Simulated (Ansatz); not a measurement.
# CdTe (F-43m): how G0W0 depends on its starting point

How much of the starting functional survives in the G0W0 gap of CdTe (F-43m)?

Program: Ansatz 0.2.0. Level of theory: G0W0 on several functionals, plane waves, PAW. Results are calculated unless marked as measured.

This is a report of a sequence of runs, with most program output left out.

In doubt: masses and optical values from hybrid runs of this build are listed as unsure (steps 5, 6, 7), which bears on the screening that GW takes from such a start.

### Step 1. Starting point

The structure is cubic, space group F-43m (No. 216). The conventional cell has a = 6.480 Å, b = 6.480 Å, c = 6.480 Å, α = 90.00°, β = 90.00°, γ = 90.00°. Cd has 4 Te at 2.81 Å nearest. Nearest to Te lie 4 Cd at 2.81 Å. Farther neighbours and most contacts between anions are not listed.

The cell and positions come from the Crystallography Open Database and are kept as given unless a step says otherwise. Spin-orbit coupling is left out unless a step names it.

### Step 2. G0W0 on LDA

Now the one-shot GW correction: screening in the RPA, then the self-energy of the levels asked for. This step takes PAW set soft_1 files.

This step: G0W0 on LDA, plane waves, PAW; PAW set soft_1.

input.yaml reads:

```yaml
crystal:
  lattice:
    - [0.0, 3.24, 3.24]
    - [3.24, 0.0, 3.24]
    - [3.24, 3.24, 0.0]
  atoms:
    - { symbol: Cd, position: [0.0, 0.0, 0.0] }
    - { symbol: Te, position: [0.25, 0.25, 0.25] }
kpoints:
  mp_grid: { grid: [4, 4, 4] }
hamiltonian:
  xc: lda
  pseudopotentials: { kind: paw, azcp: { folder: soft_1 }, xc_functional: pbe }
scf:
  occupations: { method: fixed }
gw:
  n_empty_bands: 154
  ecut_chi: 100
  qp_bands: [v2, c2]
  qp_kpoints: band_edges
  screening: { model: contour_deformation }
```

On the command line:

```console
$ ansatz run input.yaml --threads 3 --pin off --max-ram 92160MiB --backend cuda --events-out ev --progress --plain --runs-dir out --devices 1 --max-vram 13GiB
```

It took 16 s on 1 × NVIDIA H100 80GB HBM3 (shared by 6 runs) with 3 threads of AMD EPYC 7R13 (Zen 3), shared host; peak memory 1.1 GiB; 8.7 s of CPU time.

Numbers from this step:

```yaml
bands_summed: 172
rpa_eps_infinity_on_this_mesh_eigenvalues: 70.24, 70.24, 70.24
plane_waves_in_the_screening_matrix: 169
q_points_in_the_mesh: 64
g0w0_gap_on_the_mesh: 1.204 eV
k_of_the_valence_top: 0, 0, 0
k_of_the_conduction_bottom: 0, 0, 0
starting_gap_on_the_mesh: 0.4934 eV
z_at_the_valence_top: 0.7301
z_at_the_conduction_bottom: 0.7519
least_direct_g0w0_gap_on_the_computed_points: 1.204 eV
```

The gap on the mesh goes from 0.49 eV to 1.20 eV, a correction of +0.71 eV. The program marks an edge row as in doubt. Between the two edge states, bare exchange in place of the xc potential would open the gap by 6.11 eV, and correlation takes back 5.40 eV.

### Step 3. G0W0 on PBE

The same correction from a different start measures what one shot leaves open.

This step: G0W0 on PBE, plane waves, PAW; PAW set soft_1.

input.yaml, as its differences from that of step 2:

```diff
@@ -11,4 +11,4 @@
 hamiltonian:
-  xc: lda
-  pseudopotentials: { kind: paw, azcp: { folder: soft_1 }, xc_functional: pbe }
+  xc: pbe
+  pseudopotentials: { kind: paw, azcp: { folder: soft_1 } }
 scf:
```

It took 15 s on 1 × NVIDIA H100 80GB HBM3 (shared by 6 runs) with 3 threads; peak memory 1.1 GiB; 9.6 s of CPU time.

Numbers from this step:

```yaml
bands_summed: 172
rpa_eps_infinity_on_this_mesh_eigenvalues: 26.22, 26.22, 26.22
plane_waves_in_the_screening_matrix: 169
q_points_in_the_mesh: 64
g0w0_gap_on_the_mesh: 1.370 eV
k_of_the_valence_top: 0, 0, 0
k_of_the_conduction_bottom: 0, 0, 0
starting_gap_on_the_mesh: 0.7600 eV
z_at_the_valence_top: 0.7371
z_at_the_conduction_bottom: 0.7590
least_direct_g0w0_gap_on_the_computed_points: 1.370 eV
```

Against the run with 4×4×4 mesh, 154 empty bands, screening to 100 eV, PAW set soft_1 files on LDA, the gap moves by +0.17 eV, while the start moved by +0.27 eV.

### Step 4. G0W0 on r2SCAN

This step: G0W0 on r2SCAN, plane waves, PAW; PAW set soft_1.

input.yaml, as its differences from that of step 3:

```diff
@@ -11,3 +11,3 @@
 hamiltonian:
-  xc: pbe
+  xc: r2scan
   pseudopotentials: { kind: paw, azcp: { folder: soft_1 } }
```

Wall time 17 s (1 × NVIDIA H100 80GB HBM3 (shared by 6 runs) with 3 threads); peak memory 1.2 GiB.

Numbers from this step:

| Property | Result |
| --- | --- |
| bands summed | 172 |
| RPA ε∞ on this mesh (eigenvalues) | 11.86, 11.86, 11.86 |
| plane waves in the screening matrix | 169 |
| G0W0 gap on the mesh | 1.688 eV |
| k of the valence top | 0, 0, 0 |
| k of the conduction bottom | 0, 0, 0 |
| starting gap on the mesh | 1.267 eV |
| least direct G0W0 gap on the computed points | 1.688 eV |

Against the run with 4×4×4 mesh, 154 empty bands, screening to 100 eV, PAW set soft_1 files on PBE, the gap moves by +0.32 eV, while the start moved by +0.51 eV.

### Step 5. G0W0 on HSE06

This step: G0W0 on HSE06, plane waves, PAW; PAW set soft_1.

input.yaml, as its differences from that of step 4:

```diff
@@ -11,3 +11,3 @@
 hamiltonian:
-  xc: r2scan
+  xc: hse06
   pseudopotentials: { kind: paw, azcp: { folder: soft_1 } }
```

Run time: 27 s. Hardware: 1 × NVIDIA H100 80GB HBM3 (shared by 6 runs) with 3 threads; peak memory 1.2 GiB; 22 s of CPU time.

This step gave:

```yaml
bands_summed: 172
rpa_eps_infinity_on_this_mesh_eigenvalues: 8.882, 8.882, 8.882
plane_waves_in_the_screening_matrix: 169
g0w0_gap_on_the_mesh: 1.888 eV
k_of_the_valence_top: 0, 0, 0
k_of_the_conduction_bottom: 0, 0, 0
starting_gap_on_the_mesh: 1.650 eV
least_direct_g0w0_gap_on_the_computed_points: 1.888 eV
```

Against the run with 4×4×4 mesh, 154 empty bands, screening to 100 eV, PAW set soft_1 files on r2SCAN, the gap moves by +0.20 eV, while the start moved by +0.38 eV.

### Step 6. G0W0 on PBE0

This step: G0W0 on PBE0, plane waves, PAW; PAW set soft_1.

input.yaml, as its differences from that of step 5:

```diff
@@ -11,3 +11,3 @@
 hamiltonian:
-  xc: hse06
+  xc: pbe0
   pseudopotentials: { kind: paw, azcp: { folder: soft_1 } }
```

Run time: 22 s. Hardware: 1 × NVIDIA H100 80GB HBM3 (shared by 6 runs) with 3 threads; peak memory 1.2 GiB; 21 s of CPU time.

This step gave:

| Property | Result |
| --- | --- |
| bands summed | 172 |
| RPA ε∞ on this mesh (eigenvalues) | 7.160, 7.160, 7.160 |
| plane waves in the screening matrix | 169 |
| G0W0 gap on the mesh | 2.088 eV |
| k of the valence top | 0, 0, 0 |
| k of the conduction bottom | 0, 0, 0 |
| starting gap on the mesh | 2.291 eV |
| least direct G0W0 gap on the computed points | 2.088 eV |

Against the run with 4×4×4 mesh, 154 empty bands, screening to 100 eV, PAW set soft_1 files on HSE06, the gap moves by +0.20 eV, while the start moved by +0.64 eV.

### Step 7. G0W0 on Hartree-Fock

This step: G0W0 on Hartree-Fock, plane waves, PAW; PAW set soft_1.

input.yaml, as its differences from that of step 6:

```diff
@@ -11,3 +11,3 @@
 hamiltonian:
-  xc: pbe0
+  xc: hf
   pseudopotentials: { kind: paw, azcp: { folder: soft_1 } }
```

Elapsed: 27 s, on 1 × NVIDIA H100 80GB HBM3 (shared by 6 runs) with 3 threads; peak memory 1.3 GiB; 29 s of CPU time.

Numbers from this step:

```yaml
bands_summed: 172
rpa_eps_infinity_on_this_mesh_eigenvalues: 3.035, 3.035, 3.035
plane_waves_in_the_screening_matrix: 169
g0w0_gap_on_the_mesh: 3.667 eV
k_of_the_valence_top: 0, 0, 0
k_of_the_conduction_bottom: 0, 0, 0
starting_gap_on_the_mesh: 7.466 eV
least_direct_g0w0_gap_on_the_computed_points: 3.667 eV
```

Against the run with 4×4×4 mesh, 154 empty bands, screening to 100 eV, PAW set soft_1 files on PBE0, the gap moves by +1.58 eV, while the start moved by +5.18 eV.

### Step 8. The starts together

All on the 4×4×4 mesh with 154 empty bands and screening to 100 eV. Times are wall times on 1 × NVIDIA H100 80GB HBM3 (shared by 6 runs) with 3 threads of AMD EPYC 7R13 (Zen 3), shared host, good to a factor of about two.

```tsv
start	starting gap (eV)	shift (eV)	G0W0 gap (eV)	RPA ε∞ (harmonic mean)	Z (valence, conduction)	time
LDA	0.49	+0.71	1.20	70.24	0.73, 0.75	16 s
PBE	0.76	+0.61	1.37	26.22	0.74, 0.76	15 s
r2SCAN	1.27	+0.42	1.69	11.86	0.76, 0.79	17 s
HSE06	1.65	+0.24	1.89	8.88	0.78, 0.80	27 s
PBE0	2.29	−0.20	2.09	7.16	0.80, 0.82	22 s
Hartree-Fock	7.47	−3.80	3.67	3.03	0.88, 0.89	27 s
```

How the two edges are built up, in eV (the quasiparticle level is the starting level plus Σx plus Σc less Vxc):

```tsv
run	edge	start	Σx	Σc	Vxc	Z	QP
LDA	valence top	7.17	-17.96	1.50	-16.25	0.73	6.96
LDA	conduction bottom	7.66	-9.49	-3.90	-13.90	0.75	8.16
PBE	valence top	7.48	-17.93	1.58	-15.90	0.74	7.03
PBE	conduction bottom	8.24	-9.35	-3.80	-13.32	0.76	8.40
r2SCAN	valence top	7.23	-17.98	1.51	-16.13	0.76	6.89
r2SCAN	conduction bottom	8.50	-9.07	-3.78	-12.93	0.79	8.58
HSE06	valence top	6.98	-17.74	1.39	-16.16	0.78	6.79
HSE06	conduction bottom	8.63	-8.86	-3.71	-12.61	0.80	8.68
```

For a hybrid start, Vxc holds its share of exact exchange.

### Step 9. Outcome

| Property | Result |
| --- | --- |
| G0W0@LDA | 1.20 eV (start 0.49 eV) |
| G0W0@PBE | 1.37 eV (start 0.76 eV) |
| G0W0@r2SCAN | 1.69 eV (start 1.27 eV) |
| G0W0@HSE06 | 1.89 eV (start 1.65 eV) |
| G0W0@PBE0 | 2.09 eV (start 2.29 eV) |
| G0W0@Hartree-Fock | 3.67 eV (start 7.47 eV) |
| known limits | not at the basis limit; mesh may overstate the screening; no spin-orbit coupling; coarse k mesh |

What this shows: The starting gaps span 6.97 eV and the G0W0 gaps 2.46 eV. Between LDA and Hartree-Fock, 2.46 eV of the 6.97 eV survives, 35 %. On PBE0 and Hartree-Fock the correction is negative: that start lies above its own G0W0 value. The smallest correction, −0.20 eV, is on PBE0, the start nearest to reproducing itself, though another is as near within the errors. Bands and cutoff are finite, so the gap is not at the basis limit. The miss can reach some tenths of an eV and take either sign; the mesh is an error of its own. The 4×4×4 mesh is coarse for this cell (its supercell is 18 Å along the shortest edge). The RPA ε∞ on it, from the LDA start, is 70.24; such meshes misread the long-range screening, most where the gap is narrow. The program warns that the mesh is coarse for exact exchange, which bears on the hybrid start's gap. For the LDA and PBE start: The RPA ε∞ on this mesh reaches over 25; with a narrow direct gap a coarse mesh can overstate it, and the correction is then too small. The many-body steps are scalar-relativistic: spin-orbit coupling is not in them. The program marks a band-edge row as in doubt, so the gap is less sure than its digits.

[Paths, hosts, dates, memory and timing lines, banners, echoed tables and standing remarks are left out of the program output.]

[Logs are printed without paths, hosts, clocks, repeated set-up lines and the standing remarks that a program may print on its own settings, such as how far it seeks lower states.]

[Runs of the session that timed out or met a known fault of the program may be left out.]

[Cells called generated may have been cut or substituted from an entry of the Crystallography Open Database or the Materials Project.]

[Hosts, paths, dates, database ids (printed as entryN), source tags and the programs' standing remarks are cut or masked in the printed files.]
